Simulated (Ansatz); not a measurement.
# How fast states decay through Rb3Cl2F

A new crystal, Rb3Cl2F: structure, gap and complex bands. It is built by putting Rb for Na, F for Br in the Na3BrCl2 structure of space group P-3m1, with the volume rescaled by atomic radii. The parent structure comes from the Materials Project.

Main program and level: Ansatz 0.2.0; r2SCAN DFT, plane waves, PAW files, in the first sound run; inputs show where later runs differ.

Most raw output is cut from this account.

The structure was built from a prototype and need not be the compound's stable phase.

**1. The structure**

Symmetry: P-3m1, No. 164, trigonal system. The conventional cell has a = 4.411 Å, b = 4.411 Å, c = 10.810 Å, α = 90.00°, β = 90.00°, γ = 120.00°. Rb has 6 Cl at 3.09 Å nearest. Rb has 3 Cl at 3.08 Å and 3 F at 3.19 Å nearest. Nearest to F lie 6 Rb at 3.19 Å. Nearest to Cl lie 6 Rb at 3.08 to 3.09 Å. It derives from Na3BrCl2. Rb for Na, F for Br in the Na3BrCl2 structure of space group P-3m1. Farther neighbours and most contacts between anions are not listed.

**2. Relaxing the new crystal**

The substituted atoms don't fit the parent's cell, so cell and atoms relax together. A small smearing keeps the run stable in case the gap closes on the way.

The input, input.yaml:

```yaml
crystal:
  lattice:
    - [4.4112409673, 0.0, 0.0]
    - [-2.2056204837, 3.8202467399, 0.0]
    - [0.0, 0.0, 10.8099747418]
  atoms:
    - { symbol: Rb, position: [0.0, 0.0, 0.5] }
    - { symbol: Rb, position: [0.3333333333, 0.6666666667, 0.17809299] }
    - { symbol: Rb, position: [0.6666666667, 0.3333333333, 0.82190701] }
    - { symbol: F, position: [0.0, 0.0, 0.0] }
    - { symbol: Cl, position: [0.3333333333, 0.6666666667, 0.66105673] }
    - { symbol: Cl, position: [0.6666666667, 0.3333333333, 0.33894327] }
kpoints:
  mp_grid: { grid: [6, 6, 2] }
scf:
  occupations: { method: gaussian, width: 0.03 }
hamiltonian:
  xc: r2scan
output:
  forces: true
  stress: true
relax:
  f_tol: 0.02
  max_steps: 60
  cell: {}
```

The run is started by

```console
> ansatz run input.yaml --threads 2 --pin off --max-ram 4096MiB --backend cpu --events-out ev --progress --plain --runs-dir out
```

It took 38 s on 2 threads of Intel Xeon Platinum 8175M at 2.50GHz (Skylake/Cascade Lake), shared host; peak memory 0.98 GiB; 69 s of CPU time.

Step by step:

```
step  energy less that of the first step (eV)  largest force component (eV/Å)  pressure (GPa)  volume (Å³)
   1                                   0.0000                          1.2537            2.25       182.17
   2                                  -0.4116                          0.6141            0.71       186.89
   3                                  -0.6152                          0.1811            0.01       187.43
   4                                  -0.6542                          0.0628           -0.07       185.59
   5                                  -0.6556                          0.0174            0.02       185.04
  6*                                  -0.6561                          0.0174            0.02       185.04
```

Relaxation steps marked * repeat the geometry before them on a plane-wave basis chosen anew for their cell, so energy and pressure can jump there.

The run keeps the 12 symmetry operations that it works with, so distortions that break them were not tested.

```
conventional cell, symmetrised  before   after  change
                         a (Å)   4.411   4.417  +0.1 %
                         b (Å)   4.411   4.417  +0.1 %
                         c (Å)  10.810  10.954  +1.3 %
              volume (Å³/atom)   30.36   30.84  +1.6 %
```

The atoms that moved most (Å, as changes of fractional coordinates times the final cell):

```
atom     dx     dy      dz  length
 Rb3  0.000  0.000   0.509   0.509
 Rb2  0.000  0.000  -0.509   0.509
 Cl6  0.000  0.000  -0.264   0.264
 Cl5  0.000  0.000   0.264   0.264
```

The relaxed structure:

```xyz
6
Lattice="4.4166 0.0000 0.0000 -2.2083 3.8249 0.0000 0.0000 0.0000 10.9538" Properties=species:S:1:pos:R:3 pbc="T T T"
Rb    0.0000    0.0000    5.4769
Rb    0.0000    2.5499    1.4414
Rb    2.2083    1.2750    9.5123
F     0.0000    0.0000    0.0000
Cl    0.0000    2.5499    7.5048
Cl    2.2083    1.2750    3.4490
```

This step gave:

| Property | Result |
| --- | --- |
| free energy | -12822.3351 eV |
| Fermi energy | 3.904 eV |
| pressure | 0.01737 GPa |

The largest force component on a free atom ends at 0.017 eV/Å.

**3. Band edges**

The energy window and the wavevectors of the next steps follow from the band edges, so these are searched first, off the mesh as well.

The input, input.yaml:

```yaml
crystal:
  lattice:
    - [4.4165928904, 0.0, 0.0]
    - [-2.2082964452, 3.8248816412, 0.0]
    - [0.0, 0.0, 10.9537520947]
  atoms:
    - { symbol: Rb, position: [0.0, 0.0, 0.5] }
    - { symbol: Rb, position: [0.3333333333, 0.6666666667, 0.1315901289] }
    - { symbol: Rb, position: [0.6666666667, 0.3333333333, 0.8684098711] }
    - { symbol: F, position: [0.0, 0.0, 0.0] }
    - { symbol: Cl, position: [0.3333333333, 0.6666666667, 0.6851351605] }
    - { symbol: Cl, position: [0.6666666667, 0.3333333333, 0.3148648395] }
kpoints:
  mp_grid: { grid: [6, 6, 2] }
  band_path: { path: [VBM, CBM], npoints: 30 }
scf:
  occupations: { method: fixed }
hamiltonian:
  xc: r2scan
output:
  eigenvalues: true
  write_potential: true
  write_density: true
  volumetric_format: npy
  elf: true
```

It took 22 s on 2 threads; peak memory 0.83 GiB; 44 s of CPU time.

This step gave:

- Fermi energy: 1.121 eV
- gap on the k-mesh: 5.565 eV
- gap on path: 5.565 eV, by band count; negative where bands overlap
- direct gap on path: 5.565 eV
- edge places on path: 0, 0 1/A along the path

Levels at VBM (eV): -0.98, -0.90, -0.90, -0.79, -0.23, -0.15, -0.15, 0.00, 0.00, 5.57, 7.60, 7.63, 7.89.

Electrostatic potential energy in the ac plane at fractional y = 0.000, with atoms of Rb and F within 0.2 Å of it. With pseudopotentials it is smooth inside the atoms' cores, unlike the true potential.

Values in eV, 24 rows by 14 columns, each cell a mean:
```
-34 -22   2   8   7   6   5   5   6   7   8   8  -7 -28
  1   6   8   8   6   5   4   4   4   6   7   8   8   4
  9   8   8   7   6   4   3   2   3   5   6   7   8   8
  8   8   7   6   5   4   3   3   3   5   6   7   8   8
  8   8   7   7   6   6   5   5   5   6   7   7   7   8
  8   8   8   8   7   7   7   7   7   7   7   8   8   8
  8   8   8   8   8   8   7   7   7   8   8   8   8   8
  7   7   8   8   8   8   7   7   8   8   8   8   7   7
  5   5   6   7   7   8   8   8   8   8   7   7   6   5
 -5  -2   1   5   6   7   8   8   8   7   6   3   0  -4
-39 -32 -14   0   4   6   7   7   7   6   3  -4 -22 -36
-42 -42 -32  -5   3   6   7   7   6   5   1 -15 -39 -42
-42 -41 -27  -4   3   6   7   7   6   5   1 -11 -35 -42
-26 -17  -5   2   5   7   7   8   7   6   4   0 -10 -21
  1   2   4   6   7   8   8   8   8   7   7   5   3   2
  6   6   7   7   8   8   8   8   8   8   8   7   7   6
  8   8   8   8   8   8   7   7   8   8   8   8   8   8
  8   8   8   8   8   7   7   7   7   8   8   8   8   8
  8   8   8   7   7   6   6   6   6   7   7   7   8   8
  8   8   7   7   6   5   4   4   4   5   6   7   7   8
  8   8   8   7   5   4   3   2   3   4   6   7   8   8
  8   9   8   7   6   4   3   3   4   5   6   8   8   9
-15  -5   7   8   7   6   5   4   5   6   7   8   4 -10
-39 -30  -3   8   8   6   6   5   6   7   8   7 -15 -36
```
Columns run along a (4.4 Å; values clipped at the 3rd and 97th percentile), rows up along c (11.0 Å). Atoms in or near the plane, at fractional coordinates: Rb at (0.00, 0.50), F at (0.00, 0.00).

Valence density in the ac plane at fractional y = 0.000, with atoms of Rb and F within 0.2 Å of it. It is the smooth field of the valence electrons, not physical close to the nuclei.

Ten steps, logarithmic in the rise over the least value, from '0' (0 e/Å³) to '9' (11 e/Å³), each cell a mean:
```
97420000001368
43210011000134
11000111110001
00000111100000
00000011100000
00000011100000
00000111110000
00001122110000
10000111110000
33210000000123
65421000001356
56531000002466
66531000002466
55321000001245
22100011100112
00000111110000
00001122110000
00000111110000
00000011100000
00000111100000
00000111110000
22100111100012
75310000001246
98521000001369
```
Columns run along a (4.4 Å), rows up along c (11.0 Å). Atoms in or near the plane, at fractional coordinates: Rb at (0.00, 0.50), F at (0.00, 0.00).

ELF in the ac plane at fractional y = 0.000, with atoms of Rb and F within 0.2 Å of it. It is the smooth field of the valence electrons, not physical close to the nuclei.

Ten even steps from '0' (0.00) to '9' (0.86), each cell a mean:
```
89851000002698
87510133200368
43100356520013
00000244310000
00000000000000
00000111110000
00024566653100
00015788863000
21002577741002
98510144300368
89972000003899
16995000017994
47984000016996
99841012001699
65200366520136
00013688752000
00025788764100
00012344432000
00000000000000
00000111100000
10000356420001
65200255410135
98730011001589
68851000003797
```
Columns run along a (4.4 Å), rows up along c (11.0 Å). Atoms in or near the plane, at fractional coordinates: Rb at (0.00, 0.50), F at (0.00, 0.00).

The searched edges give 5.57 eV, as on the mesh.

**4. Decaying states in the gap**

This step: r2SCAN DFT, plane waves, PAW files; complex bands by layer matching along the plane's normal (Ansatz 0.2.0).

The same crystal is laid in a cell whose first two vectors span the (001) plane (indices of the standard conventional cell, whose axes can be ordered otherwise than in the bulk input). At fixed energy and wavevector in the plane the solver finds all kz, real and complex. A few wavevectors are listed, (0, 0) and (0.5, 0) in units of the plane's reciprocal vectors; the slowest state needn't be among them.

The input, input.yaml:

```yaml
crystal:
  lattice:
    - [4.41659289, 0.0, 0.0]
    - [2.208296445, 3.824881641, 0.0]
    - [0.0, 0.0, 10.953752095]
  atoms:
    - { symbol: Rb, position: [0.0, 0.0, 0.5] }
    - { symbol: Rb, position: [0.6666666667, 0.6666666667, 0.1315901289] }
    - { symbol: Rb, position: [0.3333333333, 0.3333333333, 0.8684098711] }
    - { symbol: F, position: [0.0, 0.0, 0.0] }
    - { symbol: Cl, position: [0.6666666667, 0.6666666667, 0.6851351605] }
    - { symbol: Cl, position: [0.3333333333, 0.3333333333, 0.3148648395] }
kpoints:
  mp_grid: { grid: [6, 6, 2] }
scf:
  occupations: { method: fixed }
hamiltonian:
  xc: r2scan
output:
  eigenvalues: true
  transmission:
    leads: [[0, 0]]
    kpoints: [[0.0, 0.0], [0.5, 0.0]]
    e_range: [-1.0, 6.57]
    de: 0.15
```

Elapsed: 42 s, on 2 threads; peak memory 1 GiB.

Numbers from this step:

```yaml
level_to_which_the_leads_are_filled: 2.783 eV from the Fermi level
decay_constant_at_the_filling_level_zone_centre: 0.4568 Å⁻¹
decay_constant_at_the_filling_level_slowest_listed_point: 0.4568 Å⁻¹
```

K parallel (0, 0); values up to 1.5 1/Å, a degenerate pair printed once or twice; energies at which all values exceed this have no row. Table of Im kz of the slowest decaying states by energy, zero at the highest filled level on the SCF mesh:

```
energy (eV)  decay 1 (Å⁻¹)  decay 2 (Å⁻¹)  decay 3 (Å⁻¹)  decay 4 (Å⁻¹)
     -1.000          0.503           1.07           1.30              -
     -0.550         0.0426          0.474           1.06           1.27
      0.050          0.266          0.269           1.04           1.24
      0.500          0.381          0.587           1.03           1.22
      0.950          0.433          0.697           1.01           1.19
      1.550          0.464          0.777          0.985           1.16
      2.000          0.470          0.813          0.963           1.13
      2.450          0.465          0.838          0.940           1.09
      3.050          0.445          0.859          0.906           1.05
      3.500          0.419          0.868          0.879           1.01
      3.950          0.384          0.849          0.872          0.977
      4.550          0.317          0.806          0.871          0.925
      5.000          0.244          0.770          0.860          0.891
      5.450          0.113          0.731          0.824          0.875
      6.050          0.671          0.758          0.866              -
      6.500          0.617          0.701          0.863              -
```

K parallel (0.5, 0); values up to 1.5 1/Å, a degenerate pair printed once or twice; energies at which all values exceed this have no row. Table of Im kz of the slowest decaying states by energy, zero at the highest filled level on the SCF mesh:

```
energy (eV)  decay 1 (Å⁻¹)  decay 2 (Å⁻¹)  decay 3 (Å⁻¹)  decay 4 (Å⁻¹)
      -1.00          0.549          0.766          0.984           1.35
      -0.70          0.299          0.443           1.02           1.36
      -0.40          0.175          0.184          0.399           1.02
      -0.10          0.177          0.324          0.544           1.02
       0.05          0.414          0.485          0.615           1.02
       0.20          0.480          0.601          0.665           1.02
       0.50          0.578          0.735          0.743           1.02
       0.80          0.655          0.789          0.841           1.02
       1.10          0.713          0.867          0.920           1.02
       1.40          0.746          0.935          0.991           1.02
       1.70          0.759          0.926           1.02           1.06
       2.00          0.759          0.858          0.979           1.03
       2.30          0.752          0.826          0.996           1.03
       2.60          0.740          0.809          0.998           1.03
       2.90          0.724          0.798          0.993           1.03
       3.20          0.705          0.789          0.985           1.03
       3.50          0.683          0.782          0.975           1.02
       3.80          0.658          0.775          0.963           1.01
       4.10          0.630          0.768          0.949           1.00
       4.40          0.600          0.762          0.932          0.989
       4.70          0.566          0.756          0.913          0.973
       5.00          0.529          0.752          0.888          0.955
       5.30          0.487          0.752          0.854          0.934
       5.60          0.439          0.782          0.910          0.999
       5.90          0.382          0.757          0.883          0.974
       6.20          0.312          0.728          0.853          0.953
       6.50          0.213          0.695          0.819          0.934
```

At the listed wavevectors the last open channel is at -0.25 eV and the next at +5.60 eV on the grid. At +2.75 eV, the grid energy nearest the filling level (the middle of the gap on the SCF mesh), the slowest state at the listed wavevectors decays with κ = 0.457 Å⁻¹, its amplitude falling by e over 2.2 Å. Through 1 nm of this crystal that state's transmission falls by exp(−2 × 0.457 Å⁻¹ × 10 Å) = 1.1e-4.

**5. Decay over the two-dimensional zone**

The listed points could miss the slowest state, so one energy near mid-gap is solved on a mesh of 12×12.

input.yaml, as its differences from that of step 4:

```diff
@@ -20,6 +20,2 @@
   eigenvalues: true
-  transmission:
-    leads: [[0, 0]]
-    kpoints: [[0.0, 0.0], [0.5, 0.0]]
-    e_range: [-1.0, 6.57]
-    de: 0.15
+  transmission: { leads: [[0, 0]], kmesh: [12, 12], e_range: [2.78, 2.79], de: 0.05 }
```

It took 26 s on 2 threads; peak memory 1 GiB; 51 s of CPU time.

Numbers from this step:

```yaml
least_decay_constant_on_the_mesh: 0.4558 Å⁻¹
```

Slowest decay constant (1/Å; 0 where a channel is open) over k1 and k2. At 2.7800 eV from the Fermi level.

Ten even steps from '_' (0.456) to '@' (0.821):
```
%%%%@@@@%%%%##%%%%%%%%##
@@@@@@@@@@%%**######**%%
%%@@@@%%%%##==++++==##%%
@@%%@@%%##++------++##%%
%%%%%%##++--....--++##%%
####**==--..__..--==**##
%%%%##++--....--++##%%%%
@@%%##++------++##%%@@%%
%%%%##==++++==##%%%%@@@@
@@%%**######**%%@@@@@@@@
%%##%%%%%%%%##%%%%@@@@%%
##%%@@%%@@%%##%%@@%%@@%%
```
Columns: k1 (b1) from -0.5 to 0.417; rows upwards: k2 (b2) from -0.5 to 0.417.

The least value on the mesh is 0.456 Å⁻¹ at +2.78 eV. At that energy the listed points give about 0.456 Å⁻¹ by interpolation, so the mesh holds no clearly slower state.

**6. Band edges at another level, cutoff 1500 eV**

This step: r2SCAN DFT, plane waves, JTH PAW files (Ansatz 0.2.0).

The edges again with JTH files, at the same atoms. Against that run the cutoff is 1500 eV against 500.

The input, input.yaml:

```yaml
crystal:
  lattice:
    - [4.4165928904, 0.0, 0.0]
    - [-2.2082964452, 3.8248816412, 0.0]
    - [0.0, 0.0, 10.9537520947]
  atoms:
    - { symbol: Rb, position: [0.0, 0.0, 0.5] }
    - { symbol: Rb, position: [0.3333333333, 0.6666666667, 0.1315901289] }
    - { symbol: Rb, position: [0.6666666667, 0.3333333333, 0.8684098711] }
    - { symbol: F, position: [0.0, 0.0, 0.0] }
    - { symbol: Cl, position: [0.3333333333, 0.6666666667, 0.6851351605] }
    - { symbol: Cl, position: [0.6666666667, 0.3333333333, 0.3148648395] }
kpoints:
  mp_grid: { grid: [6, 6, 2] }
  band_path: { path: [VBM, CBM], npoints: 30 }
scf:
  occupations: { method: fixed }
hamiltonian:
  xc: r2scan
  pseudopotentials: { kind: paw, source: jth }
output:
  eigenvalues: true
```

Elapsed: 2.2 min, on 2 threads; peak memory 2.8 GiB; 4.2 min of CPU time.

This step gave:

```
free energy        : -12812.6362 eV
Fermi energy       : 1.216 eV
gap on the k-mesh  : 5.550 eV
gap on path        : 5.550 eV, by band count; negative where bands overlap
direct gap on path : 5.550 eV
```

Levels at VBM (eV): -0.98, -0.89, -0.89, -0.79, -0.23, -0.15, -0.15, 0.00, 0.00, 5.55, 7.60, 7.65, 7.93.

The searched edges give 5.55 eV, as on the mesh.

**7. Complex bands at another level**

This step: r2SCAN DFT, plane waves, JTH PAW files; complex bands by layer matching along the plane's normal (Ansatz 0.2.0).

The complex bands at that level, over its own gap, at (0, 0) and (0.5, 0).

The input, input.yaml:

```yaml
crystal:
  lattice:
    - [4.41659289, 0.0, 0.0]
    - [2.208296445, 3.824881641, 0.0]
    - [0.0, 0.0, 10.953752095]
  atoms:
    - { symbol: Rb, position: [0.0, 0.0, 0.5] }
    - { symbol: Rb, position: [0.6666666667, 0.6666666667, 0.1315901289] }
    - { symbol: Rb, position: [0.3333333333, 0.3333333333, 0.8684098711] }
    - { symbol: F, position: [0.0, 0.0, 0.0] }
    - { symbol: Cl, position: [0.6666666667, 0.6666666667, 0.6851351605] }
    - { symbol: Cl, position: [0.3333333333, 0.3333333333, 0.3148648395] }
kpoints:
  mp_grid: { grid: [6, 6, 2] }
scf:
  occupations: { method: fixed }
hamiltonian:
  xc: r2scan
  pseudopotentials: { kind: paw, source: jth }
output:
  eigenvalues: true
  transmission:
    leads: [[0, 0]]
    kpoints: [[0.0, 0.0], [0.5, 0.0]]
    e_range: [-1.0, 6.55]
    de: 0.15
```

Elapsed: 0.5 s, on 2 threads; peak memory 0.26 GiB.

The program refused the input before any cycle.

The program's message: “Error: memory limit exceeded: the `transmission` phase of `transmission` needs 7.41 GiB against the run's memory maximum of 4.00 GiB; largest carriers: transmission 5.74 GiB, source scf tables 1.36 Gi …”

**8. Outcome**

| Quantity | Value |
| --- | --- |
| band gap | 5.57 eV |
| least decay constant at mid-gap, normal to (001) | 0.457 Å⁻¹ |
| least decay constant on a mesh, normal to (001) | 0.456 Å⁻¹ |

In words: With r2SCAN, the slowest decay at the wavevectors tried is κ = 0.457 Å⁻¹, normal to (001). Through such a film the transmission near mid-gap falls as exp(−2κd), a factor of ten every 2.5 Å. A free electron under a barrier of half the gap would need a mass of 0.29 mₑ to decay at this rate. The compound is made up by substitution; its stability against other phases and against distortions of the cell's symmetry was not tested. r2SCAN still narrows gaps, if less than LDA and GGA do, so real decay constants are likely larger.

[Logs are printed without paths, hosts, clocks, repeated set-up lines and the standing remarks that a program may print on its own settings, such as how far it seeks lower states.]

[Hosts, paths, dates, database ids (printed as entryN), source tags and the programs' standing remarks are cut or masked in the printed files.]
